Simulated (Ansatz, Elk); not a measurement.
## Al2HgC2: X-ray structure factors from the self-consistent density

The structure of Al2HgC2 used here is made up (a known structure type with other elements) and was relaxed beforehand with PBE. The aim is the Fourier transform of its all-electron density, F(hkl), set beside the sum over free spherical atoms that refinements use.

Program: Elk 11.2.3 (patched build). Level of theory: DFT, PBE, all-electron APW+lo, Dirac cores, scalar-relativistic bands, static density, no spin. Results are calculated unless marked as measured.

The structure was built from a prototype and need not be the compound's stable phase.

### Step 1. The structure

Symmetry: P-3m1, No. 164, trigonal system. The conventional cell has a = 3.451 Å, b = 3.451 Å, c = 6.568 Å, α = 90.00°, β = 90.00°, γ = 120.00°. Hg has 6 C at 2.85 Å and 6 Al at 3.05 Å nearest. Nearest to Al lie 4 C at 2.01 to 2.22 Å and 3 Al at 2.79 Å and 3 Hg at 3.05 Å. Nearest to C lie 4 Al at 2.01 to 2.22 Å. Farther neighbours are not listed.

Coordinates:

```cif
data_structure
_symmetry_space_group_name_H-M 'P 1'
_symmetry_Int_Tables_number 1
_cell_length_a 3.4510
_cell_length_b 3.4510
_cell_length_c 6.5680
_cell_angle_alpha 90.000
_cell_angle_beta 90.000
_cell_angle_gamma 120.000
_cell_volume 67.74
loop_
_atom_site_label
_atom_site_type_symbol
_atom_site_fract_x
_atom_site_fract_y
_atom_site_fract_z
_atom_site_occupancy
Hg1 Hg 0.00000 0.00000 0.00000 1
Al2 Al 0.66667 0.33333 0.64847 1
Al3 Al 0.33333 0.66667 0.35153 1
C4 C 0.66667 0.33333 0.31022 1
C5 C 0.33333 0.66667 0.68978 1
```

### Step 2. Ground state and structure factors

An all-electron density is needed, since X-rays see the cores too. Task 0 finds the density and task 195 Fourier-transforms it; tshift is off so that phases refer to the origin typed.

elk.in reads:

```
tasks
  0
  195

xctype
  20

spinpol
  .false.

rgkmax
  7.0

gmaxvr
  14.0

lmaxo
  7

lmaxapw
  8

swidth
  0.002

tshift
  .false.

ramdisk
  .false.

hmaxvr
  5.5

maxscl
  120

epspot
  1e-06

sppath
  './'

avec
  6.52150419431 -0.00000000000 0.00000000000
  -3.26075209716 5.64778830316 0.00000000000
  0.00000000000 0.00000000000 12.41181201532

atoms
  3
  'Hg.in'
  1
  -0.0000000000 -0.0000000000 -0.0000000000   0.000000 0.000000 0.000000
  'Al.in'
  2
  0.6666666667 0.3333333333 0.6484671017   0.000000 0.000000 0.000000
  0.3333333333 0.6666666667 0.3515328983   0.000000 0.000000 0.000000
  'C.in'
  2
  0.6666666667 0.3333333333 0.3102175455   0.000000 0.000000 0.000000
  0.3333333333 0.6666666667 0.6897824545   0.000000 0.000000 0.000000

ngridk
  8 8 4
```

The run is started by

```bash
OMP_NUM_THREADS=4 elk
```

Numbers of over 12 decimals in the logs are rounded to 6 here.

The log of the run:

```text
┌─────────────────────────┐
│ Elk code version 11.2.3 │
└─────────────────────────┘

All units are atomic (Hartree, Bohr, etc.)

┌─────────────────────────────────────────────────┐
│ Ground-state run starting from atomic densities │
└─────────────────────────────────────────────────┘

Lattice vectors :
   6.521504194      -0.000000000       0.000000000
  -3.260752097       5.647788303       0.000000000
   0.000000000       0.000000000       12.41181202

Reciprocal lattice vectors :
  0.9634564542      0.5562518432      -0.000000000
   0.000000000       1.112503686      -0.000000000
  -0.000000000      -0.000000000      0.5062262705

Unit cell volume      :    457.1527924
Brillouin zone volume :   0.5425980495

Muffin-tin inner radius fraction :   0.1000000000E-01

Nuclei treated as point charges

Species : 1 (Hg)
 parameters loaded from : Hg.in
 name : mercury
 nuclear charge    :   -80.00000000
 electronic charge :    80.00000000
 atomic mass :    365653.2015
 muffin-tin radius :    2.800000000
 number of radial points in muffin-tin :   1393
 inner part over the whole radius :   0.9911313582E-02
 number on inner part of muffin-tin    :   1000
 approximate nuclear radius :   0.1038385165E-03
 number of mesh points to nuclear radius :    524
 atomic positions (lattice), magnetic fields (Cartesian) :
  1 :   0.00000000  0.00000000  0.00000000    0.00000000  0.00000000  0.00000000

Species : 2 (Al)
 parameters loaded from : Al.in
 name : aluminium
 nuclear charge    :   -13.00000000
 electronic charge :    13.00000000
 atomic mass :    49184.33496
 muffin-tin radius :    2.062473550
 number of radial points in muffin-tin :    793
 inner part over the whole radius :   0.9826505440E-02
 number on inner part of muffin-tin    :    551
 approximate nuclear radius :   0.5839653600E-04
 number of mesh points to nuclear radius :    245
 atomic positions (lattice), magnetic fields (Cartesian) :
  1 :  -0.33333333  0.33333333 -0.35153290    0.00000000  0.00000000  0.00000000
  2 :   0.33333333 -0.33333333  0.35153290    0.00000000  0.00000000  0.00000000

Species : 3 (C)
 parameters loaded from : C.in
 name : carbon
 nuclear charge    :   -6.000000000
 electronic charge :    6.000000000
 atomic mass :    21894.16674
 muffin-tin radius :    1.687478359
 number of radial points in muffin-tin :    593
 inner part over the whole radius :   0.9873491185E-02
 number on inner part of muffin-tin    :    405
 approximate nuclear radius :   0.4747601631E-04
 number of mesh points to nuclear radius :    166
 atomic positions (lattice), magnetic fields (Cartesian) :
  1 :  -0.33333333  0.33333333  0.31021755    0.00000000  0.00000000  0.00000000
  2 :   0.33333333 -0.33333333 -0.31021755    0.00000000  0.00000000  0.00000000

Total number of atoms per unit cell :    5
Total muffin-tin volume :    205.7079612
 ratio of muffin-tin to unit cell volume :   0.4499763855

Spin treatment :
 spin-unpolarised

Number of Bravais lattice symmetries :   24
Number of crystal symmetries         :   12
Crystal has inversion symmetry
Real symmetric eigensolver will be used

k-point grid :      8     8     4
k-point offset :    0.000000000       0.000000000       0.000000000
k-point set is reduced with full crystal symmetry group
Total number of k-points :       35

Muffin-tin radius times maximum |G+k| :    7.000000000
 using average radius
Maximum |G+k| for APW functions       :    3.398089984
Maximum (1/2)|G+k|²                   :    5.773507771
Maximum |G| for potential and density :    14.00000000
Constant for pseudocharge density :   10
 order of it for each species :   17  17  17
 order of it for pair densities of each species (exact exchange by exxq0 0: 18) :   17  10   5
Radial integration step length :    1

G-vector grid sizes :     30    30    56
Number of G-vectors :    21289

Maximum angular momentum used for
 APW functions            :    8
 outer part of muffin-tin :    7
 inner part of muffin-tin :    2

Total nuclear charge    :   -118.0000000
[...]
correlation                 :     -6.320610
 electron entropic           :    -0.16726911268075E-06
 total energy                :     -20225.032518117

Density of states at Fermi energy :   0.3970904652E-02
 (states/Hartree/unit cell)

Estimated indirect band gap :   0.3574456688E-01
 from k-point 16 to k-point 1
Estimated direct band gap   :   0.7439424742E-01
 at k-point 6

Charges :
 core                        :    74.00000000
 valence                     :    44.00000000
 interstitial                :    6.778641225
 muffin-tins (core leakage)
  species : 1 (Hg)
   atom 1                    :    77.89935471     (  0.7611671059E-04)
  species : 2 (Al)
[...]
species : 3 (C)
[...]
total in muffin-tins        :    111.2213588
 total calculated charge     :    117.9974878
 total charge                :    118.0000000
 error                       :   0.2512194637E-02

RMS change in Kohn-Sham potential (target) :    1.758619395     (  0.1000000000E-05)
Absolute change in total energy (target)   :   0.6955396531     (  0.1000000000E-03)

[... loops 3 to 16 left out ...]

┌──────────────────┐
│ Loop number : 17 │
└──────────────────┘

Energies :
 Fermi                       :     0.248325
 sum of occupied eigenvalues :     -12410.221833554
 electron kinetic            :      23252.147475784
 core electron kinetic       :      22909.355587308
 Coulomb                     :     -43053.911274778
 Coulomb potential           :     -35111.218420644
 nuclear-nuclear             :     -1399.7438710072
 electron-nuclear            :     -48221.521561362
 Hartree                     :      6567.3541575911
 Madelung                    :     -25498.302064456
 xc potential                :     -551.15088869369
 exchange                    :     -415.46862365351
 correlation                 :     -6.353662
 electron entropic           :    -0.35336789704435E-03
 total energy                :     -20223.586438137

Density of states at Fermi energy :    26.95891131
 (states/Hartree/unit cell)

Estimated indirect band gap :   0.1010996067E-02
 from k-point 10 to k-point 3
Estimated direct band gap   :   0.1469747474E-01
 at k-point 1

Charges :
 core                        :    74.00000000
 valence                     :    44.00000000
 interstitial                :    7.088004376
 muffin-tins (core leakage)
  species : 1 (Hg)
[...]
species : 2 (Al)
[...]
species : 3 (C)
[...]
total in muffin-tins        :    110.9119956
 total calculated charge     :    117.9977702
 total charge                :    118.0000000
 error                       :   0.2229842535E-02

RMS change in Kohn-Sham potential (target) :   0.8669141542E-07 (  0.1000000000E-05)
Absolute change in total energy (target)   :   0.3566336818E-04 (  0.1000000000E-03)

Convergence targets achieved

┌──────────────────┐
│ Loop number : 18 │
└──────────────────┘

Energies :
 Fermi                       :     0.248325
 sum of occupied eigenvalues :     -12410.221824479
 electron kinetic            :      23252.147482342
 core electron kinetic       :      22909.355590278
 Coulomb                     :     -43053.911276248
 Coulomb potential           :     -35111.218418529
 nuclear-nuclear             :     -1399.7438710072
 electron-nuclear            :     -48221.521565725
 Hartree                     :      6567.3541604840
 Madelung                    :     -25498.302066984
 xc potential                :     -551.15088829184
 exchange                    :     -415.46862371640
 correlation                 :     -6.353662
 electron entropic           :    -0.35336787410186E-03
 total energy                :     -20223.586433106

Density of states at Fermi energy :    26.95890663
 (states/Hartree/unit cell)

Estimated indirect band gap :   0.1011007904E-02
 from k-point 10 to k-point 3
Estimated direct band gap   :   0.1469747314E-01
 at k-point 1

Charges :
 core                        :    74.00000000
 valence                     :    44.00000000
 interstitial                :    7.088004241
 muffin-tins (core leakage)
  species : 1 (Hg)
[...]
species : 2 (Al)
[...]
atom 2                    :    11.12213955     (  0.9823499385E-03)
  species : 3 (C)
   atom 1                    :    4.905201301     (  0.9682865646E-05)
   atom 2                    :    4.905201301     (  0.9682865646E-05)
 total in muffin-tins        :    110.9119958
 total calculated charge     :    117.9977702
 total charge                :    118.0000000
 error                       :   0.2229842660E-02

┌──────────────────────────────┐
│ Self-consistent loop stopped │
└──────────────────────────────┘

Warning : core states of species 2 leak from the muffin-tin :   0.9823499385E-03

Wrote STATE.OUT
```

Elapsed: 20 s, on 4 threads of AMD EPYC 9B14 (Zen 4), shared host; peak memory 0.18 GiB; 58 s of CPU time.

SFACRHO.OUT:

```text

h k l indices transformed by vhmat matrix:
   1.000000000       0.000000000       0.000000000    
   0.000000000       1.000000000       0.000000000    
   0.000000000       0.000000000       1.000000000    

      h      k      l  multipl.   |H|            Re(F)            Im(F)           |F|

      0      0      0      1   0.0000000       118.00000      0.15082122E-16   118.00000    
      0      0     -1      2  0.50622627       59.085854      -0.0000000       59.085854    
      0      0     -2      2   1.0124525       59.229023      0.13878089E-14   59.229023    
     -1      1      0      6   1.1125037       56.515253      0.15860674E-14   56.515253    
      1      0     -1      6   1.2222641       83.003073     -0.19825842E-14   83.003073    
     -1      1      1      6   1.2222641       70.013199     -0.49564605E-16   70.013199    
     -1      0     -2      6   1.5042356       81.239597     -0.15860674E-14   81.239597    
      0      1      2      6   1.5042356       60.435685      0.10904213E-14   60.435685    
      0      0     -3      2   1.5186788       88.544202      0.19825842E-15   88.544202    
      1      0      3      6   1.8825647       44.716353     -0.39651684E-15   44.716353    
      1     -1      3      6   1.8825647       57.861791     -0.39651684E-15   57.861791    
      1      1      0      6   1.9269129       81.785333     -0.14093528E-15   81.785333    
      1      1      1     12   1.9922998       48.979753      -0.0000000       48.979753    
      0      0     -4      2   2.0249051       47.007116      -0.0000000       47.007116    
      1      1      2     12   2.1767070       50.586266      0.19825842E-15   50.586266    
      0      2      0      6   2.2250074       48.275102      0.41634268E-14   48.275102    
      0      2     -1      6   2.2818683       68.983079     -0.51547189E-14   68.983079    
      2      0     -1      6   2.2818683       55.312951      0.20817134E-14   55.312951
```

Elk indexes on the primitive cell of elk.in and gives |H| = 4π sin θ/λ in inverse bohr. Below, one row stands for each form hkl of the conventional cell (m members, Friedel mates merged), F is for one primitive cell and the density is static (no thermal factor). Free-atom factors are Waasmaier and Kirfel's, and R is Σm||F|−|F'||/Σm|F|.

```tsv
hkl	m	sin θ/λ (Å⁻¹)	abs F, DFT	neutral atoms	diff.
001	2	0.076	59.086	59.467	-0.381
002	2	0.152	59.229	59.977	-0.748
100	6	0.167	56.515	57.013	-0.497
011	6	0.184	83.003	83.420	-0.417
101	6	0.184	70.013	69.390	+0.623
102	6	0.226	81.240	81.515	-0.276
012	6	0.226	60.436	60.080	+0.355
003	2	0.228	88.544	87.994	+0.551
103	6	0.283	44.716	44.853	-0.137
013	6	0.283	57.862	58.102	-0.240
110	6	0.290	81.785	82.093	-0.307
111	12	0.300	48.980	49.002	-0.022
004	2	0.304	47.007	47.153	-0.146
112	12	0.327	50.586	50.471	+0.116
200	6	0.335	48.275	47.962	+0.313
201	6	0.343	68.983	69.055	-0.072
021	6	0.343	55.313	55.606	-0.293
014	6	0.347	66.029	66.085	-0.055
```

### Step 3. The highest occupied states alone

An energy window below the Fermi level keeps the highest occupied states, to see at which angles they scatter; shallow core shells can lie inside it and anion s states outside. No new self-consistency is needed.

Changes to elk.in since step 2:

```diff
@@ -1,3 +1,2 @@
 tasks
-  0
   195
@@ -40,2 +39,5 @@
 
+wsfac
+  -0.302910 0.548330
+
 sppath
```

The run is started by

```bash
OMP_NUM_THREADS=4 elk
```

The log of the run:

```text
┌─────────────────────────────────┐
│ Elk code version 11.2.3 started │
└─────────────────────────────────┘

Info(readinput): the functional depends on the density's gradient
 muffin-tin radial points multiplied by    2.00000
 (not where nrmtscf is given)

┌────────────────────┐
│ Current task : 195 │
└────────────────────┘
Info(checkmt): changed muffin-tin radius of species 2 (Al) from   2.2000 to   2.0625
Info(checkmt): changed muffin-tin radius of species 3 (C) from   1.8000 to   1.6875

Info(sfacrho): density structure factors written to SFACRHO.OUT

 Energy window :  -0.3029100000      0.5483300000

┌──────────────────┐
│ Elk code stopped │
└──────────────────┘
```

Run time: 5.3 s. Hardware: 4 threads; peak memory 0.16 GiB.

States within 15 eV below the Fermi level hold 26.00 electrons; any levels below the window count with the cores. Their amplitudes can exceed the total, where window and core parts have opposite phase:

```tsv
hkl	sin θ/λ (Å⁻¹)	abs F, window	abs F, all
001	0.076	5.023	59.086
002	0.152	2.405	59.229
100	0.167	3.158	56.515
011	0.184	3.356	83.003
101	0.184	9.482	70.013
102	0.226	3.060	81.240
012	0.226	6.594	60.436
003	0.228	6.687	88.544
103	0.283	0.910	44.716
013	0.283	1.836	57.862
```

### Step 4. Another functional

The difference from free atoms is small, so it is set against the change that LDA (Perdew-Wang) makes.

Changes to elk.in since step 3:

```diff
@@ -1,2 +1,3 @@
 tasks
+  0
   195
@@ -4,3 +5,3 @@
 xctype
-  20
+  3
 
@@ -39,5 +40,2 @@
 
-wsfac
-  -0.302910 0.548330
-
 sppath
```

The run is started by

```bash
OMP_NUM_THREADS=4 elk
```

The log of the run:

```text
┌─────────────────────────┐
│ Elk code version 11.2.3 │
└─────────────────────────┘

All units are atomic (Hartree, Bohr, etc.)

┌─────────────────────────────────────────────────┐
│ Ground-state run starting from atomic densities │
└─────────────────────────────────────────────────┘

Lattice vectors :
   6.521504194      -0.000000000       0.000000000
  -3.260752097       5.647788303       0.000000000
   0.000000000       0.000000000       12.41181202

Reciprocal lattice vectors :
  0.9634564542      0.5562518432      -0.000000000
[...]
species : 1 (Hg)
[...]
species : 2 (Al)
[...]
species : 3 (C)
   atom 1                    :    4.887605613     (  0.6545933546E-05)
   atom 2                    :    4.887605613     (  0.6545933546E-05)
 total in muffin-tins        :    110.9349353
 total calculated charge     :    117.9976492
 total charge                :    118.0000000
 error                       :   0.2350774680E-02

┌──────────────────────────────┐
│ Self-consistent loop stopped │
└──────────────────────────────┘

Warning : core states of species 2 leak from the muffin-tin :   0.1042197608E-02

Wrote STATE.OUT
[key lines of the parts left out:]
total energy                :     -20210.433950944
```

Run time: 13 s. Hardware: 4 threads; peak memory 0.16 GiB.

Against the first run R = 0.03 %; the largest change is -0.041 at 101.

### Step 5. Basis size

A smaller basis shows how fast F responds to it; the change is likely larger than the basis error of the first run, but doesn't show convergence.

Changes to elk.in since step 4:

```diff
@@ -5,3 +5,3 @@
 xctype
-  3
+  20
 
@@ -11,3 +11,3 @@
 rgkmax
-  7.0
+  5.5
```

The run is started by

```bash
OMP_NUM_THREADS=4 elk
```

The log of the run:

```text
┌─────────────────────────┐
│ Elk code version 11.2.3 │
└─────────────────────────┘

All units are atomic (Hartree, Bohr, etc.)

┌─────────────────────────────────────────────────┐
│ Ground-state run starting from atomic densities │
└─────────────────────────────────────────────────┘

Lattice vectors :
   6.521504194      -0.000000000       0.000000000
  -3.260752097       5.647788303       0.000000000
   0.000000000       0.000000000       12.41181202

Reciprocal lattice vectors :
  0.9634564542      0.5562518432      -0.000000000
[...]
species : 1 (Hg)
[...]
species : 2 (Al)
[...]
species : 3 (C)
   atom 1                    :    4.865522094     (  0.9633584547E-05)
   atom 2                    :    4.865522094     (  0.9633584547E-05)
 total in muffin-tins        :    110.8188142
 total calculated charge     :    117.9973487
 total charge                :    118.0000000
 error                       :   0.2651263773E-02

┌──────────────────────────────┐
│ Self-consistent loop stopped │
└──────────────────────────────┘

Warning : core states of species 2 leak from the muffin-tin :   0.9832662161E-03

Wrote STATE.OUT
[key lines of the parts left out:]
total energy                :     -20223.536669209
```

Elapsed: 16 s, on 4 threads; peak memory 0.18 GiB.

Against the first run R = 0.02 %; the largest change is -0.046 at 110.

### Step 6. Settings against the effect

```tsv
run	R against the first run (%)	R against neutral atoms, low angle (%)	wall time
PBE, rgkmax 7	0.00	0.49	20 s
LDA (Perdew-Wang)	0.03	0.49	13 s
rgkmax 5.5	0.02	0.48	16 s
```

### Step 7. Results

| Quantity | Value |
| --- | --- |
| R against neutral atoms, sin θ/λ < 0.3 Å⁻¹ | 0.49 % |
| R against neutral atoms, 0.3 to 0.82 Å⁻¹ | 0.16 % |

What this shows: Independent neutral atoms miss the calculated amplitudes by R = 0.49 % below 0.3 Å⁻¹ and 0.16 % from there to 0.82 Å⁻¹; by shells, 0.65 % below 0.15 Å⁻¹ (1 form), 0.49 % 0.15 to 0.3 (11 forms), 0.18 % 0.3 to 0.45 (19 forms), 0.16 % above 0.45 (118 forms). Bonding, aspherical density and the tables' own atoms all enter these figures, and the runs don't part them. The largest change of an amplitude is -0.75 electrons, at 002. The window's part falls from 26.0 electrons at the origin to at most 0.45 between 0.45 and 0.82 Å⁻¹. Below 0.3 Å⁻¹ the changes that finished (LDA (Perdew-Wang) and rgkmax 5.5) move F by R = 0.03 % at most, against the 0.49 % that separates it from free atoms. The k-mesh has no finished test. Spin-orbit coupling is left out, which can matter for elements this heavy. Part of the difference isn't bonding: the tables are fits to free atoms and ions calculated by other methods than this functional. Thermal motion, anomalous dispersion and extinction are left out.

[Logs are printed without paths, hosts, clocks, repeated set-up lines and the standing remarks that a program may print on its own settings, such as how far it seeks lower states.]

[Hosts, paths, dates, database ids (printed as entryN), source tags and the programs' standing remarks are cut or masked in the printed files.]
